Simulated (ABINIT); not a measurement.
**Rb2Pd (Fm-3m): G0W0 with ABINIT, start to end**

Wanted: ground state, empty states, screening and self-energy for Rb2Pd (Fm-3m).

Calculated with ABINIT 10.8.3; PBEsol and many-body steps on it, plane waves.

Most raw output is cut from this account.

In doubt: a PseudoDojo file used here is known to give poor structures and forces, which bears on pressures, cells, forces and phonons.

**1. Set-up**

It takes space group Fm-3m (No. 225, cubic). The conventional cell has a = 8.246 Å, b = 8.246 Å, c = 8.246 Å, α = 90.00°, β = 90.00°, γ = 90.00°. Nearest to Rb lie 4 Pd at 3.57 Å. Nearest to Pd lie 8 Rb at 3.57 Å. Farther neighbours are not listed.

The cell and positions are those that the Materials Project relaxed with its own functionals (PBE, PBE+U or r2SCAN), kept fixed.

**2. Ground state**

This step: ABINIT 10.8.3; DFT, PBEsol with spin-orbit coupling, plane waves, norm-conserving pseudopotentials.

The ground-state density comes first.

File run.abi:

```
acell 3*1.0 Angstrom
rprim 
  -0.000000000000 4.123218000000 4.123218000000
  4.123218000000 0.000000000000 4.123218000000
  4.123218000000 4.123218000000 0.000000000000
ntypat 2
znucl 37 46
natom 3
typat 1 1 2
xred 
  0.250000000000 0.250000000000 0.250000000000
  0.750000000000 0.750000000000 0.750000000000
  0.000000000000 0.000000000000 0.000000000000
pp_dirpath "pseudos"
pseudos "Rb.upf, Pd.upf"
ecut 37
nspinor 2
ngkpt 4 4 4
nshiftk 1
shiftk 0 0 0
kptopt 1
chksymbreak 0
nband 46
occopt 1
tolvrs 1e-10
nstep 60
prtwf 0
optforces 0
optstress 0
indata_prefix "in"
outdata_prefix "out"
tmpdata_prefix "tmp"
```

Run with:

```bash
> OMP_NUM_THREADS=1 mpirun -n 8 abinit run.abi > log
```

Wall time 4.1 min (8 MPI ranks of Arm Neoverse N1, shared host); peak memory 1.2 GiB.

This step gave:

| Quantity | Value |
| --- | --- |
| total energy | -5140.6780 eV |
| gap | 0.8569 eV |
| k of the valence top | -0.25, 0.5, 0.25 |
| k of the conduction bottom | 0.5, 0, 0 |
| least direct gap | 0.8895 eV |

The gap is indirect, with the least direct gap 0.03 eV higher.

**3. Bands along the symmetry lines**

Levels along a band path, at the cheap level, show where the edges lie and whether the meshes to come will hold them.

File run.abi:

```
acell 3*1.0 Angstrom
rprim 
  -0.000000000000 4.123218000000 4.123218000000
  4.123218000000 0.000000000000 4.123218000000
  4.123218000000 4.123218000000 0.000000000000
ntypat 2
znucl 37 46
natom 3
typat 1 1 2
xred 
  0.250000000000 0.250000000000 0.250000000000
  0.750000000000 0.750000000000 0.750000000000
  0.000000000000 0.000000000000 0.000000000000
pp_dirpath "pseudos"
pseudos "Rb.upf, Pd.upf"
ecut 37
nspinor 2
iscf -2
irdden 1
kptopt 0
nkpt 26
kpt 
  0.00000000 0.00000000 0.00000000
  0.12500000 0.00000000 0.12500000
  0.25000000 0.00000000 0.25000000
  0.37500000 0.00000000 0.37500000
  0.50000000 0.00000000 0.50000000
  0.53125000 0.06250000 0.53125000
  0.56250000 0.12500000 0.56250000
  0.59375000 0.18750000 0.59375000
  0.62500000 0.25000000 0.62500000
  0.37500000 0.37500000 0.75000000
  0.28125000 0.28125000 0.56250000
  0.18750000 0.18750000 0.37500000
  0.09375000 0.09375000 0.18750000
  0.00000000 0.00000000 0.00000000
  0.12500000 0.12500000 0.12500000
  0.25000000 0.25000000 0.25000000
  0.37500000 0.37500000 0.37500000
  0.50000000 0.50000000 0.50000000
  0.50000000 0.43750000 0.56250000
  0.50000000 0.37500000 0.62500000
  0.50000000 0.31250000 0.68750000
  0.50000000 0.25000000 0.75000000
  0.50000000 0.18750000 0.68750000
  0.50000000 0.12500000 0.62500000
  0.50000000 0.06250000 0.56250000
  0.50000000 0.00000000 0.50000000
istwfk *1
nband 52
nbdbuf 6
tolwfr 1e-08
nstep 40
prtwf 0
prtvol 0
indata_prefix "in"
outdata_prefix "out"
tmpdata_prefix "tmp"
```

Elapsed: 5.1 min, on 8 MPI ranks; peak memory 1.2 GiB; 41 min of CPU time.

This step gave:

```
gap                        : 0.8569 eV
k of the valence top       : 0.5, 0.25, 0.75
k of the conduction bottom : 0.5, 0.5, 0.5
least direct gap           : 0.8895 eV
```

The gap is 0.857 eV, as in the run before at this level.

Electronic bands along the path, in eV, zero at the top of the highest filled band:

```
    point  band 33  band 34  band 35  band 36  band 37  band 38  band 39  band 40
        Γ    -0.40    -0.40    -0.35    -0.35     2.45     2.45     2.54     2.54
  halfway    -0.41    -0.41    -0.37    -0.37     1.59     1.59     2.95     2.95
        X    -0.35    -0.35     0.00     0.00     0.89     0.89     2.47     2.47
  halfway    -0.36    -0.36     0.00     0.00     1.02     1.02     2.38     2.38
        U    -0.38    -0.38    -0.04    -0.04     1.37     1.37     1.99     1.99
jump to K    -0.38    -0.38    -0.04    -0.04     1.37     1.37     1.99     1.99
  halfway    -0.39    -0.39    -0.37    -0.37     1.63     1.63     2.68     2.68
        Γ    -0.40    -0.40    -0.35    -0.35     2.45     2.45     2.54     2.54
  halfway    -0.39    -0.39    -0.37    -0.37     1.70     1.70     2.79     2.79
        L    -0.38    -0.38    -0.29    -0.29     0.86     0.86     3.18     3.18
  halfway    -0.39    -0.39    -0.20    -0.20     1.21     1.21     2.43     2.43
        W    -0.40    -0.40     0.00     0.00     1.80     1.80     1.84     1.84
  halfway    -0.37    -0.37     0.00     0.00     1.15     1.15     2.38     2.38
        X    -0.35    -0.35     0.00     0.00     0.89     0.89     2.47     2.47
```

**4. Empty states on the mesh, 2×2×2 mesh, 188 bands**

The sums over transitions need many empty states on a uniform mesh; this step solves for them.

File run.abi:

```
acell 3*1.0 Angstrom
rprim 
  -0.000000000000 4.123218000000 4.123218000000
  4.123218000000 0.000000000000 4.123218000000
  4.123218000000 4.123218000000 0.000000000000
ntypat 2
znucl 37 46
natom 3
typat 1 1 2
xred 
  0.250000000000 0.250000000000 0.250000000000
  0.750000000000 0.750000000000 0.750000000000
  0.000000000000 0.000000000000 0.000000000000
pp_dirpath "pseudos"
pseudos "Rb.upf, Pd.upf"
ecut 37
nspinor 2
ngkpt 2 2 2
nshiftk 1
shiftk 0 0 0
kptopt 1
chksymbreak 0
iscf -2
irdden 1
istwfk *1
nband 188
nbdbuf 16
tolwfr 1e-09
nstep 60
prtvol 0
indata_prefix "in"
outdata_prefix "out"
tmpdata_prefix "tmp"
```

It took 8.3 min on 8 MPI ranks; peak memory 0.89 GiB.

Numbers from this step:

```yaml
gap: 0.8602 eV
k_of_the_valence_top: 0.5, 0.5, 0
k_of_the_conduction_bottom: 0.5, 0, 0
least_direct_gap: 0.8895 eV
k_points_computed: 3
lowest_point_of_the_top_converged_band_above_the_valence_top: 31.63 eV
```

On this mesh the gap is 0.860 eV.

**5. Screening, 2×2×2 mesh, 172 bands, screening to 98 eV**

The RPA dielectric matrix is built and inverted for each q.

This step: RPA screening on PBEsol with spin-orbit coupling, plane waves, norm-conserving pseudopotentials.

run.abi, as its differences from that of step 4:

```diff
@@ -22,10 +22,11 @@
 chksymbreak 0
-iscf -2
-irdden 1
 istwfk *1
-nband 188
-nbdbuf 16
-tolwfr 1e-09
-nstep 60
-prtvol 0
+occopt 1
+irdwfk 1
+optdriver 3
+nband 172
+ecuteps 3.6
+inclvkb 0
+awtr 1
+symchi 1
 indata_prefix "in"
```

It took 76 s on 8 MPI ranks; peak memory 3.8 GiB.

Numbers from this step:

* ε∞ with local fields, on this mesh, along the program's q direction: 22.20
* the same without local fields: 33.15
* plasma frequency: 18.82 eV
* plane waves in the screening matrix: 331

Local fields lower ε∞ by 33 %. On a Γ-centred mesh this coarse the value itself is usually too large, while a short band sum pulls it down.

**6. Self-energy, 2×2×2 mesh, 172 bands, screening to 98 eV**

The self-energy is evaluated for the states that the input lists, and the levels follow from it, in one-shot runs by the linearised quasiparticle equation.

This step: G0W0 on PBEsol with spin-orbit coupling, plane waves, norm-conserving pseudopotentials.

run.abi, as its differences from that of step 5:

```diff
@@ -25,8 +25,19 @@
 irdwfk 1
-optdriver 3
+optdriver 4
 nband 172
+gwcalctyp 0
+ecutsigx 37
+symsigma 0
+nkptgw 3
+kptgw 
+  0.5000000000 0.5000000000 0.0000000000
+  0.5000000000 0.0000000000 0.0000000000
+  0.0000000000 0.0000000000 0.0000000000
+bdgw 
+  33 40
+  33 40
+  31 42
 ecuteps 3.6
-inclvkb 0
-awtr 1
-symchi 1
+irdscr 1
+ppmodel 1
 indata_prefix "in"
```

Run time: 3.6 min. Hardware: 8 MPI ranks; peak memory 5.3 GiB; 29 min of CPU time.

Numbers from this step:

| Property | Result |
| --- | --- |
| G0W0 gap on the points computed | 1.394 eV |
| starting gap on the mesh | 0.8602 eV |
| k of the valence top | 0.5, 0.5, 0 |
| k of the conduction bottom | 0.5, 0, 0 |
| Z at the valence top | 0.698 |
| Z at the conduction bottom | 0.791 |
| least direct G0W0 gap on the computed points | 1.454 eV |

The gap on the mesh goes from 0.86 eV to 1.39 eV, a correction of +0.53 eV.

Limits: finite bands, cutoff and mesh; screening head approximate; d states lean on the start; coarse k mesh. v1 is the top filled band, c1 the lowest empty one. Levels before and after the correction, in eV, zero at the valence-band top of each column:

```
           conduction bottom  valence top
Kohn-Sham               0.86         0.00
     G0W0               1.39         0.00
```

```
                       level  energy (eV)
Kohn-Sham     (0.5 0.5 0) v3       -0.347
Kohn-Sham  (0.5 0.5 0) v2-v1        0.000
Kohn-Sham  (0.5 0.5 0) c1-c2        0.890
Kohn-Sham     (0.5 0.5 0) c3        2.477
Kohn-Sham       (0.5 0 0) v3       -0.380
Kohn-Sham    (0.5 0 0) v2-v1       -0.284
Kohn-Sham    (0.5 0 0) c1-c2        0.860
Kohn-Sham       (0.5 0 0) c3        3.184
     G0W0     (0.5 0.5 0) v3        0.000
     G0W0  (0.5 0.5 0) v2-v1       -0.013
     G0W0  (0.5 0.5 0) c1-c2        1.650
     G0W0     (0.5 0.5 0) c3        2.875
     G0W0       (0.5 0 0) v3       -0.060
     G0W0    (0.5 0 0) v2-v1       -0.108
     G0W0    (0.5 0 0) c1-c2        1.394
     G0W0       (0.5 0 0) c3        4.264
```

**7. Where the time went**

Times are wall times on 8 MPI ranks of Arm Neoverse N1, shared host, good to a factor of about two.

```
                          step     time  share  memory (GiB)
                  ground state  4.1 min   18 %           1.2
bands along the symmetry lines  5.1 min   23 %           1.2
      empty states on the mesh  8.3 min   37 %          0.89
                     screening     76 s    6 %           3.8
                   self-energy  3.6 min   16 %           5.3
```

**8. Outcome**

```json
{"PBEsol gap": "0.86 eV, indirect (only 33 meV under the direct gap)", "G0W0 gap on the mesh": "1.39 eV", "GW settings": "2×2×2 mesh, 172 bands, screening to 98 eV, Godby-Needs plasmon pole", "known limits": "not at the basis limit; screening head approximate; d states lean on the start; coarse k mesh"}
```

**Reading.** G0W0 moves the gap on the mesh from 0.86 eV to 1.39 eV (+0.53 eV), with Z of 0.70 and 0.79 at the edges. Local fields lower the RPA ε∞ on this mesh from 33.15 to 22.20; a Γ-centred mesh this coarse tends to raise both, most where the direct gap is narrow, while a short band sum lowers them. The dearest step here is «empty states on the mesh». Bands and cutoff are finite, so the gap is not at the basis limit. The miss can reach some tenths of an eV and take either sign; the mesh is an error of its own. The 2×2×2 mesh is coarse for this cell, which bears on the long-range parts of exchange and screening. The long-wavelength limit of the screening leaves out the non-local commutator, which shifts ε∞. With d states at the gap, one-shot GW leans hard on its start.

[Paths, hosts, dates, memory and timing lines, banners, echoed tables and standing remarks are left out of the program output.]

[Logs are printed without paths, hosts, clocks, repeated set-up lines and the standing remarks that a program may print on its own settings, such as how far it seeks lower states.]

[Runs of the session that timed out or met a known fault of the program may be left out.]

[Hosts, paths, dates, database ids (printed as entryN), source tags and the programs' standing remarks are cut or masked in the printed files.]

[G0W0 gaps are taken among the corrected bands and points alone; a level outside them can change the order at an edge.]

[Where Ansatz stands beside ABINIT at settings called matched, ABINIT's density can come from a denser mesh and the files from another edition; pairs whose starting gaps differed by over 0.03 eV were left out, so agreement reads better than it is.]
